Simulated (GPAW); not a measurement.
# BaAlSiH (P3m1): one start, several treatments of the self-energy

Wanted: the gap of BaAlSiH (P3m1) under several approximations, with cost.

Program: GPAW 26.7.0. Level of theory: LDA and many-body steps on it, plane waves. Results are calculated unless marked as measured.

**1. The starting structure**

Symmetry: P3m1, No. 156, trigonal system. The conventional cell has a = 4.334 Å, b = 4.334 Å, c = 5.263 Å, α = 90.00°, β = 90.00°, γ = 120.00°. Nearest to Ba lie 3 H at 2.60 Å and 3 Si at 3.47 Å and 3 Al at 3.50 Å. Al has 1 H at 1.74 Å and 3 Si at 2.54 Å nearest. Nearest to Si lie 3 Al at 2.54 Å and 3 H at 3.30 Å and 3 Ba at 3.47 Å. H has 1 Al at 1.74 Å and 3 Ba at 2.60 Å nearest. Farther neighbours are not listed.

As a file:

```xyz
4
Lattice="4.3342 0.0000 0.0000 -2.1671 3.7536 0.0000 0.0000 0.0000 5.2626" Properties=species:S:1:pos:R:3 pbc="T T T"
Ba    0.0000    0.0000    0.0023
Al    2.1671    1.2512    2.4484
Si    0.0000    2.5024    2.8539
H     2.1671    1.2512    0.7100
```

The cell and positions are those that the Materials Project relaxed with its own functionals (PBE, PBE+U or r2SCAN), kept fixed. Spin-orbit coupling is left out unless a step names it.

**2. Empty states on the mesh, 3×3×2 mesh, 403 bands**

This step: GPAW 26.7.0; DFT, LDA, plane waves, PAW.

The sums over transitions need many empty states on a uniform mesh; this step solves for them.

run.py reads:

```python
import json
import numpy as np
from gpaw.mpi import world
from gpaw import GPAW

calc = GPAW('gs.gpw').fixed_density(kpts={'size': (3, 3, 2), 'gamma': True},
    parallel={'domain': 1, 'band': 1},
    txt='nscf.txt')
calc.diagonalize_full_hamiltonian(nbands=403)
calc.write('full.gpw', mode='all')
res = {}
kpts = calc.get_ibz_k_points()
res['kpts'] = kpts
res['eigenvalues'] = [calc.get_eigenvalues(kpt=k) for k in range(len(kpts))]
res['n_electrons'] = calc.get_number_of_electrons()

if world.rank == 0:
    with open('result.json', 'w') as f:
        json.dump(res, f, default=lambda x: x.tolist())
```

Command:

```sh
$ mpirun -n 4 gpaw python run.py
```

Numbers of over 12 decimals in the logs are rounded to 6 here.

Output:

```text
Diagonalizing LCAO Hamiltonian
Converting LCAO to pw mode
convergence criteria:
- Maximum integral of absolute [eigenst]ate change: 4e-08 eV^2 / valence electron
maximum number of iterations: 100

SCF iterations
|iter     |     time |      energy | eigst |  dens |
|iter:   1|  |             | +0.98 |       |
|iter:   2|  |             | +0.18 |       |
|iter:   3|  |             | -0.65 |       |
[...]
|iter:  11|  |             | -6.66 |       |
|iter:  12|  |             | -7.16 |       |
|iter:  13|  |             | -7.66c|       |
SCF steps: 13
  __  _  _
 | _ |_)|_||  |
 |__||  | ||/\| - 26.7.0

Input parameters:
  mode=PW(ecut=600.0),
  convergence={'density': 1e-06, 'bands': -3},
  gpts=array([25, 25, 30]),
  kpts=MonkhorstPack(size=(3, 3, 2), gamma=True),
  maxiter=100,
  nbands=17,
  occupations=Occupations(name='fermi-dirac', width=0.001, fixmagmom=False),
  parallel={'domain': 1, 'band': 1},
  xc=XC(name='LDA')
Matrix size: 2871x2871
# Writing to full.gpw (mode='all')
  [... matrices ...]

timing:  # [seconds]
  Total: 46.709  # ━━━━━━━━━━━━━━━━━━━━━━━━━━━━━━━━━━━━━━━━━━━━━━━━━━━━━━━━━━
```

Run time: 51 s. Hardware: 4 MPI ranks of Arm Neoverse V1, shared host; peak memory 2.8 GiB; 3.4 min of CPU time.

Numbers from this step:

```
gap                                                           : 1.067 eV
k of the valence top                                          : 0, 0, 0.5
k of the conduction bottom                                    : 0.3333, 0, 0
least direct gap                                              : 1.651 eV
k points computed                                             : 6
lowest point of the top converged band, above the valence top : 148.8459 eV
```

On this mesh the gap is 1.067 eV.

**3. G0W0, Godby-Needs plasmon pole**

G0W0 replaces the xc potential by the self-energy, built once from these orbitals. Only a window of levels is corrected, while the sums run over the empty bands that the input names.

This step: G0W0 on LDA, plane waves, PAW.

run.py reads:

```python
import json
import numpy as np
from gpaw.mpi import world
from gpaw.response.g0w0 import G0W0

gw = G0W0('full.gpw',
    filename='gw',
    kpts=[0, 1, 2],
    bands=(7, 11),
    ecut=96,
    nbands=182,
    integrate_gamma='WS',
    ppa=True)
gw.calculate()
res = {mode: {k: v for k, v in r.items() if k != 'sigma_eskwn'}
       for mode, r in gw.all_results.items()}

if world.rank == 0:
    with open('result.json', 'w') as f:
        json.dump(res, f, default=lambda x: x.tolist())
```

Command:

```sh
$ mpirun -n 4 gpaw python run.py
```

Output:

```text
Using integrator: PointIntegrator
FrequencyGridDescriptor(from 0.000+0.000j to 0.000+27.211j eV, 2 points)
Nonperiodic BCs:  [False False False]
Using integrator: PointIntegrator
FrequencyGridDescriptor(from 0.000+0.000j to 0.000+27.211j eV, 2 points)
Nonperiodic BCs:  [False False False]
  ___  _ _ _
 |   || | | |
 | | || | | |
 |__ ||_____|
 |___|

BZ k-points: Symmetries present (total): 6

  [... matrices ...]
18 k-points: 3 x 3 x 2 Monkhorst-Pack grid + [0.000000,0.000000,1/4]
6 k-points in the irreducible part of the Brillouin zone
       k-points in crystal coordinates                weights
   0:     0.00000000    0.00000000    0.00000000          1/18
   1:     0.00000000    0.00000000    0.50000000          1/18
   2:     0.33333333    0.00000000    0.00000000          6/18
   3:     0.33333333    0.00000000    0.50000000          6/18
   4:     0.33333333    0.33333333    0.00000000          2/18
   5:     0.33333333    0.33333333    0.50000000          2/18

Distributing spins, k-points and bands (1 x 3 x 4) over 4 processes
Number of blocks: 1

Quasi particle states:
k-points (IBZ indices): [0, 1, 2]
Band range: (7, 11)
  [... matrices ...]
Computational parameters:
Plane wave cut-off: 96 eV
Number of bands: 182
Coulomb cutoff: None
Broadening: 0.1 eV

fxc modes: GW
Kernel: RPA
Using Godby-Needs plasmon-pole approximation:
  Fitting energy: i*E0, E0 = 1.000 Hartree
Summing all q:

Calculating screened Coulomb potential
No Coulomb truncation
FrequencyGridDescriptor(from 0.000+0.000j to 0.000+27.211j eV, 2 points)
Removing empty qpoint cache files...

Calculating chi0 body with:
    Ground state adapter containing:
    Number of spins: 1
    Number of kpoints: 18
    Number of irreducible kpoints: 6
    Number of completely occupied states: 9
    Number of partially occupied states: 9
    Occupied states memory: 2.574921 M / cpu

    Linear response parametrization:
    q_c: [0.0, 0.0, 0.0]
    Number of frequency points: 2
    Planewave cutoff: 96.0
    Number of bands: 182
    Number of planewaves: 171
    Broadening (eta): 1e-06
    comm.size: 4
    kncomm.size: 4
    blockcomm.size: 1

    Memory estimate of potentially large arrays:
        chi0_wGG: 0.892365 M / cpu
Integrating chi0 body.

Symmetries of q_c:
    Direct symmetries (Uq -> q): 6
    Indirect symmetries (TUq -> q): 6
In total 12 allowed symmetries.

  [... matrices ...]
6 groups of equivalent kpoints. 66.666667% reduction.

Integral kind: response function
Integrating chi0 head and wings.

Symmetries of q_c:
    Direct symmetries (Uq -> q): 6
    Indirect symmetries (TUq -> q): 6
In total 12 allowed symmetries.

  [... matrices ...]
6 groups of equivalent kpoints. 66.666667% reduction.

Integral kind: response function wings

Calculating chi0 body with:
    Ground state adapter containing:
    Number of spins: 1
    Number of kpoints: 18
    Number of irreducible kpoints: 6
    Number of completely occupied states: 9
    Number of partially occupied states: 9
    Occupied states memory: 2.574921 M / cpu

[... the further q-points ...]

Results:
f:      Occupation numbers
eps:     KS-eigenvalues [eV]
vxc:     KS vxc [eV]
exx:     Exact exchange [eV]
sigma:   Self-energies [eV]
dsigma:  Self-energy derivatives
Z:       Renormalization factors
qp:      QP-energies [eV]

k-point 0 (0): (0.000, 0.000, 0.000)                GW
band       f     eps     vxc     exx   sigma  dsigma       Z      qp
                                                                   GW
   7   1.000   5.188 -11.702 -13.050   0.923  -0.304   0.767   4.863
   8   1.000   5.188 -11.702 -13.050   0.923  -0.304   0.767   4.863
   9   0.000   6.927 -11.301  -7.221  -3.840  -0.290   0.775   7.113
  10   0.000   8.779 -10.809  -6.124  -4.366  -0.293   0.773   9.025

k-point 1 (1): (0.000, 0.000, 0.500)                GW
band       f     eps     vxc     exx   sigma  dsigma       Z      qp
                                                                   GW
   7   1.000   5.535 -12.038 -13.420   0.916  -0.306   0.766   5.177
   8   1.000   5.677 -11.155 -12.237   0.650  -0.304   0.767   5.346
[...]
k-point 2 (2): (0.333, 0.000, 0.000)                GW
band       f     eps     vxc     exx   sigma  dsigma       Z      qp
                                                                   GW
[...]
8   1.000   5.087 -10.659 -11.466   0.519  -0.299   0.770   4.865
   9   0.000   6.744 -10.383  -6.626  -3.597  -0.283   0.780   6.868
  10   0.000   8.035 -10.727  -6.322  -4.123  -0.280   0.781   8.255
```

Run time: 30 s. Hardware: 4 MPI ranks; peak memory 1.5 GiB.

This step gave:

- G0W0 gap on the points computed: 1.523 eV
- least direct G0W0 gap on the computed points: 2.003 eV
- Z at the valence top: 0.7666
- Z at the conduction bottom: 0.7795
- starting gap on the mesh: 1.067 eV
- k of the valence top: 0, 0, 0.5
- k of the conduction bottom: 0.3333, 0, 0

The gap on the mesh goes from 1.07 eV to 1.52 eV, a correction of +0.46 eV.

**4. One-shot HSE06**

This step: one-shot HSE06 levels on LDA orbitals, plane waves, PAW.

run.py reads:

```python
import json
import numpy as np
from gpaw.mpi import world
from gpaw.hybrids.eigenvalues import non_self_consistent_eigenvalues

dft, vxc, vxc_hyb = non_self_consistent_eigenvalues('full.gpw', 'HSE06', 7, 11, kpt_indices=[0, 1, 2])
res = {'dft': dft[0], 'hybrid': (dft - vxc + vxc_hyb)[0]}
if world.rank == 0:
    with open('hybrid.txt', 'w') as f:
        for k, e0, e1 in zip([0, 1, 2], res['dft'], res['hybrid']):
            print(k, ' '.join(f'{x:9.4f}' for x in e0), '|', ' '.join(f'{x:9.4f}' for x in e1), file=f)

if world.rank == 0:
    with open('result.json', 'w') as f:
        json.dump(res, f, default=lambda x: x.tolist())
```

Command:

```sh
$ mpirun -n 4 gpaw python run.py
```

Output:

```text
IBZ(<points: 6, symmetries: 6>)
Occupied bands: 9
Transforming wave functions from IBZ to BZ: 0.015 seconds
Distributing wave functions and iFFT-ing to real space: 0.101 seconds
Calculating eigenvalues:
  k-points: 3
  Bands: 7-10 (inclusive)
  Seconds: 0.389 (wave-function broadcasting: 0.024 seconds)
HSE06-eigenvalue shifts:
  min: -0.266 eV
  ave: 0.206 eV
  max: 0.651 eV
```

Elapsed: 3.4 s, on 4 MPI ranks; peak memory 0.45 GiB.

This step gave:

- starting gap on the mesh: 1.067 eV
- hybrid gap on the mesh: 1.693 eV
- least direct hybrid gap on the computed points: 2.167 eV

(Continued in part 2 of 2.)

[Paths, hosts, dates, memory and timing lines, banners, echoed tables and standing remarks are left out of the program output.]

[Logs are printed without paths, hosts, clocks, repeated set-up lines and the standing remarks that a program may print on its own settings, such as how far it seeks lower states.]

[Runs of the session that timed out or met a known fault of the program may be left out.]

[Hosts, paths, dates, database ids (printed as entryN), source tags and the programs' standing remarks are cut or masked in the printed files.]
